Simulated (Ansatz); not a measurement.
# Ta2O5 (P2/m): band gap by G0W0 on LDA

Aim: the quasiparticle gap of Ta2O5 (P2/m), starting from LDA.

Calculated with Ansatz 0.2.0; LDA, then G0W0 on it, plane waves, PAW.

### Step 1. Starting point

The structure is monoclinic, space group P2/m (No. 10). Conventional cell: a = 3.841 Å, b = 3.863 Å, c = 6.778 Å, α = 90.00°, β = 105.57°, γ = 90.00°. Nearest to Ta lie 6 O at 1.90 to 2.21 Å. O has 2 Ta at 1.93 Å nearest. Nearest to O lie 3 Ta at 1.98 to 2.21 Å. Nearest to O lie 2 Ta at 1.90 Å. Farther neighbours and most contacts between anions are not listed.

The cell and positions are those that the Materials Project relaxed with its own functionals (PBE, PBE+U or r2SCAN), kept fixed. Spin-orbit coupling is left out unless a step names it.

The logs state that the PAW files were generated under PBE.

### Step 2. Bands along the symmetry lines

Levels along a band path and on the mesh show where this functional puts the band edges.

This step: DFT, LDA, plane waves, PAW; PAW set soft_1.

File input.yaml:

```yaml
crystal:
  lattice:
    - [3.8414080139, 0.0, 0.0]
    - [0.0, 3.86271575, 0.0]
    - [-1.8189421445, 0.0, 6.5289594201]
  atoms:
    - { symbol: Ta, position: [0.64953073, 0.0, 0.79131453] }
    - { symbol: Ta, position: [0.35046927, 0.0, 0.20868547] }
    - { symbol: O, position: [0.6621243, 0.5, 0.79832929] }
    - { symbol: O, position: [0.3378757, 0.5, 0.20167071] }
    - { symbol: O, position: [0.18976057, 0.0, 0.87062125] }
    - { symbol: O, position: [0.81023943, 0.0, 0.12937875] }
    - { symbol: O, position: [0.5, 0.0, 0.5] }
kpoints:
  mp_grid: { grid: [6, 6, 4] }
  band_path:
    path:
      - [0.0, 0.0, 0.0]
      - [0.0, 0.5, 0.0]
      - [0.0, 0.5, 0.5]
      - [0.0, 0.0, 0.5]
      - [0.0, 0.0, 0.0]
      - [-0.5, 0.0, 0.5]
      - [-0.5, 0.5, 0.5]
      - [0.0, 0.5, 0.0]
      - [-0.5, 0.5, 0.0]
      - [-0.5, 0.0, 0.0]
      - [0.0, 0.0, 0.0]
    npoints: 10
hamiltonian:
  xc: lda
  pseudopotentials: { kind: paw, azcp: { folder: soft_1 }, xc_functional: pbe }
scf:
  occupations: { method: fermi_dirac, width: 0.02 }
  n_extra_bands: 6
output:
  eigenvalues: true
  write_density: true
  write_potential: true
  elf: true
  volumetric_format: npy
```

Launch:

```console
ansatz run input.yaml --threads 3 --pin off --max-ram 92160MiB --backend cuda --events-out ev --progress --plain --runs-dir out --devices 1 --max-vram 13GiB
```

Numbers of over 12 decimals in the logs are rounded to 6 here.

Log:

```text
scf.n_extra_bands = 6 over 28 filled bands (N_el = 56.0): the run solves 34 bands
GPUs: using 1 of 1 available (devices: 1).
Engine: ansatz 0.2.0, x86_64-unknown-linux-gnu
Pseudopotentials: kind: paw
Pseudopotential: Ta, paw, valence charge 13, recommended cutoff 420 eV (normal), soft_1/Ta.paw.azcp
Pseudopotential: O, paw, valence charge 6, recommended cutoff 420 eV (normal), soft_1/O.paw.azcp
Functional definition: SPW92
  exchange = slater_x
  correlation = pw_c
device memory: the entry about to start is reckoned to put 2.6 GiB on a device that reports 58.5 GiB free (of which the cap on the GPU budget leaves the run 13.0 GiB)
GPU FFT provider: cuFFT
GPU libraries: cuBLAS 13.8.2, cuFFT 12.4.0, cuSOLVER 12.3.4
Crystal: 7 atoms, lattice volume = 96.878 Å³
Basis set: ecut = 420 eV, 1913 PW (Γ)
Bands: 34, of which v1, the nominal top of the filled ones, is band 28 counted from 1 (27 counted from 0)
Symmetry: 4 space group operations
Space group: P2/m (ITA 10), of the structure as read, at distance tolerance 4.6e-5 Å
k-points: 56 of 144
Non-local potential: Ta, projectors of the file, l = 0: 3, l = 1: 2, l = 2: 2, l = 3: 1
Non-local potential: O, projectors of the file, l = 0: 2, l = 1: 2, l = 2: 1
PAW form: soft (Blöchl's): semilocal exchange-correlation on the pseudo side does not see the compensation charge
PAW frozen core: Ta, regenerated for the run's functional, and the local potential with it (the file was generated under x = pbe(κ = 0.804, μ = 0.219515), c = pbe(β = 0.066725))
PAW frozen core: O, regenerated for the run's functional, and the local potential with it (the file was generated under x = pbe(κ = 0.804, μ = 0.219515), c = pbe(β = 0.066725))
PAW one-centre angular grid: Ta, 590 points (default); XC on 64 Gauss nodes
PAW one-centre angular grid: O, 110 points (default); XC on 64 Gauss nodes
Initial density: superposition of atomic densities (chi_scale 0.1, normalization cell, long waves kept (reshape's long-wave potential 0.02 eV rms))
Initial wavefunctions: pseudopotential atomic-orbital guess
GPU buffer pool allocated for 34992 grid points (all kernels)
GPU transforms: local potential and band sums: pruned to the plane-wave sphere, on 25×25×45
Functional: x = slater, c = lda
SCF iter   1: F=—  HF=-22151.347033 eV  |F-HF|=—  |Δ(HF+E_count)|=         —  Δρ=6.29e-2  dr2=3.41e0  ethr=3.10e-3  ⟨swp⟩=6.1  Hψ=7286  notcnv=0
preconditioner: auto → Resta (q_TF=auto, 2.490 Å⁻¹)  ε∞=5.4  [insulator: Δε(μ)=2.581 eV  Ē_g=11.314 eV  σ=0.020 eV  W_gap=1.00  n_scr=26 (ndim 8)  ℏωp=23.9 eV  f_vac=0.085  D(μ)=0.00/eV (n_scr^D=0)  ε∞_Penn≈5.4]
SCF iter   2: F=—  HF=-22150.721871 eV  |F-HF|=—  |Δ(HF+E_count)|=   6.25e-1  Δρ=3.35e-2  dr2=7.48e-1  ethr=3.10e-3  ⟨swp⟩=2.0  Hψ=3514  notcnv=0  defer=56
SCF iter   3: F=—  HF=-22150.564574 eV  |F-HF|=—  |Δ(HF+E_count)|=   1.57e-1  Δρ=1.50e-2  dr2=2.56e-1  ethr=1.34e-3  ⟨swp⟩=2.1  Hψ=2903  notcnv=0  defer=56
SCF iter   4: F=—  HF=-22150.498529 eV  |F-HF|=—  |Δ(HF+E_count)|=   6.60e-2  Δρ=3.98e-3  dr2=1.98e-2  ethr=4.57e-4  ⟨swp⟩=2.2  Hψ=3333  notcnv=0  defer=112
SCF iter   5: F=—  HF=-22150.499668 eV  |F-HF|=—  |Δ(HF+E_count)|=   1.14e-3  Δρ=3.41e-3  dr2=1.06e-2  ethr=3.53e-5  ⟨swp⟩=2.2  Hψ=3131  notcnv=0  defer=112
SCF iter   6: F=—  HF=-22150.498718 eV  |F-HF|=—  |Δ(HF+E_count)|=   9.50e-4  Δρ=6.50e-4  dr2=6.39e-4  ethr=1.89e-5  ⟨swp⟩=2.1  Hψ=3109  notcnv=0  defer=112
SCF iter   7: F=—  HF=-22150.499096 eV  |F-HF|=—  |Δ(HF+E_count)|=   3.78e-4  Δρ=1.49e-4  dr2=2.50e-5  ethr=1.14e-6  ⟨swp⟩=2.0  Hψ=2525  notcnv=0  defer=112
SCF iter   8: F=—  HF=-22150.499264 eV  |F-HF|=—  |Δ(HF+E_count)|=   1.69e-4  Δρ=1.36e-4  dr2=1.48e-5  ethr=4.46e-8  ⟨swp⟩=2.0  Hψ=2954  notcnv=0  defer=112
SCF iter   9: F=—  HF=-22150.499263 eV  |F-HF|=—  |Δ(HF+E_count)|=   1.54e-6  Δρ=3.57e-5  dr2=1.17e-6  ethr=2.64e-8  ⟨swp⟩=2.0  Hψ=2840  notcnv=0  defer=112
SCF iter  10: F=-22150.499263 eV  HF=-22150.499263 eV  |F-HF|=2.09e-8  |Δ(HF+E_count)|=   6.03e-7  Δρ=6.57e-6  dr2=5.65e-8  ethr=1.79e-10  ⟨swp⟩=7.5  Hψ=5983  notcnv=0
SCF 1 converged in 10 iterations: F = -22150.499263 eV  dr2 = 5.65e-8
  greatest PAW one-centre occupation: 0.999 electrons in one spin orbital (limit 2), on the Ta atom at site 1 (counted from 0), in its partial waves of l = 0
device memory: the entry about to start is reckoned to put 1.4 GiB on a device that reports 59.7 GiB free (of which the cap on the GPU budget leaves the run 13.0 GiB)
NSCF: frozen V_eff on 101 k-points
SCF converged after 10 iterations
Free energy (F): -22150.499263 eV
Harris-Foulkes:  -22150.499263 eV  (|F-HF|=2.09e-8)
Internal energy: -22150.499263 eV  (E = F + TS)
E sigma→0 (E₀):  -22150.499263 eV
Fermi energy:    7.706104 eV
--- Per-component energies (eV) ---
  E_band       = -569.305000
  E_kinetic    = 1608.370622
  E_local      = -4417.591837  (includes V_loc(G=0)·N_el)
  E_nonlocal   = 264.529596
  E_hartree    = 1662.840396
  E_xc         = -982.077268
  E_vxc        = -911.754687  (∫ρ·V_xc dr)
  E_paw        = -16875.546124  (= ΣΔE_a)
  E_vpaw       = -438.541889  (= ΣTr[D̂ρ^β])
  E_aug_tail   = 0.004220  (compensation charges beyond the density's cutoff)
  E_ewald      = -3412.031471
  E_core_change = 1.002601  (= ΣΔE_core)
  E_smearing   = -0.000000  (= −TS)
  E_closure    = 0.000000  (closes the sum)
  Σ components = -22150.499263   (vs F -22150.499263, Δ=0.00e0)
--- Band table (eV; the first three rows and the last of 56) ---
  k-point 0: bands = [... 24 lower, 5.6938, 5.7952, 5.9975, 6.0131, 8.8083, 9.2039, 9.3580, 10.8778, ... 2 higher]
  k-point 1: bands = [... 24 lower, 5.6881, 5.6948, 5.9169, 5.9513, 8.7872, 9.2269, 9.3423, 10.8020, ... 2 higher]
  k-point 2: bands = [... 24 lower, 5.6979, 5.7385, 5.8300, 5.8313, 8.7678, 9.2488, 9.3294, 10.7200, ... 2 higher]
  k-point 55: bands = [... 24 lower, 4.6403, 5.9251, 6.5187, 6.6444, 9.7296, 11.6027, 12.1448, 12.7573, ... 2 higher]
```

It took 9.2 s on 1 × NVIDIA H100 80GB HBM3 (shared by 6 runs) with 3 threads of AMD EPYC 7R13 (Zen 3), shared host; peak memory 0.94 GiB; 11 s of CPU time.

The column dr2 measures how far the density is from self-consistency, as an energy; F and HF (Harris–Foulkes) agree once it is small.

Numbers from this step:

```yaml
filled_bands: 28
gap: 2.123 eV
valence_top_at: E
conduction_bottom_at: B
least_direct_gap: 2.795 eV
```

Over mesh and path the gap is 2.123 eV, from k = (-0.500, 0.500, 0.500) to k = (0.000, 0.000, 0.500). The least direct gap found is 2.795 eV, at k = Γ.

Electronic bands along the path, in eV, zero at the top of the highest nominally filled band:

```csv
point,band 25,band 26,band 27,band 28,band 29,band 30,band 31,band 32
Γ,-0.95,-0.85,-0.65,-0.63,2.16,2.56,2.71,4.23
halfway,-1.94,-1.50,-1.41,-0.67,3.78,4.18,4.25,4.35
Z,-2.40,-1.84,-1.68,-0.32,4.25,5.41,5.61,5.67
halfway,-1.97,-1.89,-1.58,-0.33,4.16,5.39,5.53,5.63
D,-2.29,-1.81,-1.36,-0.34,4.07,5.36,5.45,5.64
halfway,-1.74,-1.63,-1.20,-0.50,3.85,3.91,4.00,4.37
B,-0.95,-0.91,-0.81,-0.81,2.12,2.60,2.68,4.08
halfway,-0.96,-0.95,-0.73,-0.69,2.14,2.58,2.70,4.16
Γ,-0.95,-0.85,-0.65,-0.63,2.16,2.56,2.71,4.23
halfway,-1.22,-0.95,-0.92,-0.73,2.55,3.01,3.26,3.47
A,-1.25,-1.11,-0.97,-0.78,2.45,3.01,3.85,4.58
halfway,-1.70,-0.70,-0.56,-0.55,3.05,4.05,4.89,4.92
E,-2.00,-0.72,-0.13,0.00,3.09,4.96,5.50,6.11
halfway,-1.85,-1.17,-0.60,-0.18,3.09,4.86,5.55,5.79
Z,-2.40,-1.84,-1.68,-0.32,4.25,5.41,5.61,5.67
halfway,-1.83,-1.12,-0.60,-0.19,3.12,4.84,5.57,5.79
C2,-1.98,-0.62,-0.12,-0.03,3.14,4.90,5.53,6.11
halfway,-1.72,-0.63,-0.56,-0.55,3.11,4.06,4.86,4.92
Y2,-1.22,-1.16,-0.98,-0.79,2.42,3.07,3.98,4.57
halfway,-1.22,-0.94,-0.94,-0.74,2.53,3.03,3.33,3.48
Γ,-0.95,-0.85,-0.65,-0.63,2.16,2.56,2.71,4.23
```

ELF in the ac plane at fractional y = 0.000, with atoms of Ta and O within 0.2 Å of it. It is the smooth field of the valence electrons, not physical close to the nuclei.

Ten even steps from '0' (0.01) to '9' (0.81), each cell a mean:
```
47999841122211
79889951255412
99548844799843
99669737857854
99998458414853
79985279548832
57752169888611
23210125553100
00001344443200
00025899997520
00158997899620
00369963799620
00479976998410
00379999985200
00135666542000
10013443210122
31158887411455
52597579525898
73783159448999
73785487489779
73699983597469
62367632698689
31122112699997
12566421378863
```
Columns run along a (3.8 Å), rows up along c (6.8 Å). Atoms in or near the plane, at fractional coordinates: Ta at (0.65, 0.79), Ta at (0.35, 0.21), O at (0.19, 0.87), O at (0.81, 0.13), O at (0.50, 0.50).

Electrostatic potential energy in the ac plane at fractional y = 0.000, with atoms of Ta and O within 0.2 Å of it. With pseudopotentials it is smooth inside the atoms' cores, unlike the true potential.

Ten even steps from '0' (-55 eV) to '9' (13 eV), each cell a mean:
```
98656898887788
86334788655678
64213675322357
63224763100157
75457751000157
98888741000368
99998752112578
99999865446789
99999887778899
99999875579999
99999643359999
99998521359999
99998432479999
99998544699999
99998767899999
99876556789999
98753224689999
98520002578989
87410002577656
76310003664334
77421136753124
87644568853235
98877788975568
99888899988889
```
Columns run along a (3.8 Å; values clipped at the 3rd and 97th percentile), rows up along c (6.8 Å). Atoms in or near the plane, at fractional coordinates: Ta at (0.65, 0.79), Ta at (0.35, 0.21), O at (0.19, 0.87), O at (0.81, 0.13), O at (0.50, 0.50).

(Continued in part 2 of 2.)

[Paths, hosts, dates, memory and timing lines, banners, echoed tables and standing remarks are left out of the program output.]

[Logs are printed without paths, hosts, clocks, repeated set-up lines and the standing remarks that a program may print on its own settings, such as how far it seeks lower states.]

[Runs of the session that timed out or met a known fault of the program may be left out.]

[Cells called generated may have been cut or substituted from an entry of the Crystallography Open Database or the Materials Project.]

[Hosts, paths, dates, database ids (printed as entryN), source tags and the programs' standing remarks are cut or masked in the printed files.]

[Where an RPA ε∞ is given, it is that of the G0W0 mesh and is not shown converged in it. Names of k-points follow the symmetry that the program found, which can be lower than the space group named. Band edges on a path are those of the sampled points; other points can move an edge, and change direct to indirect where valleys lie close.]

[Hybrid gaps are those of their k-mesh and are not shown converged in it.]
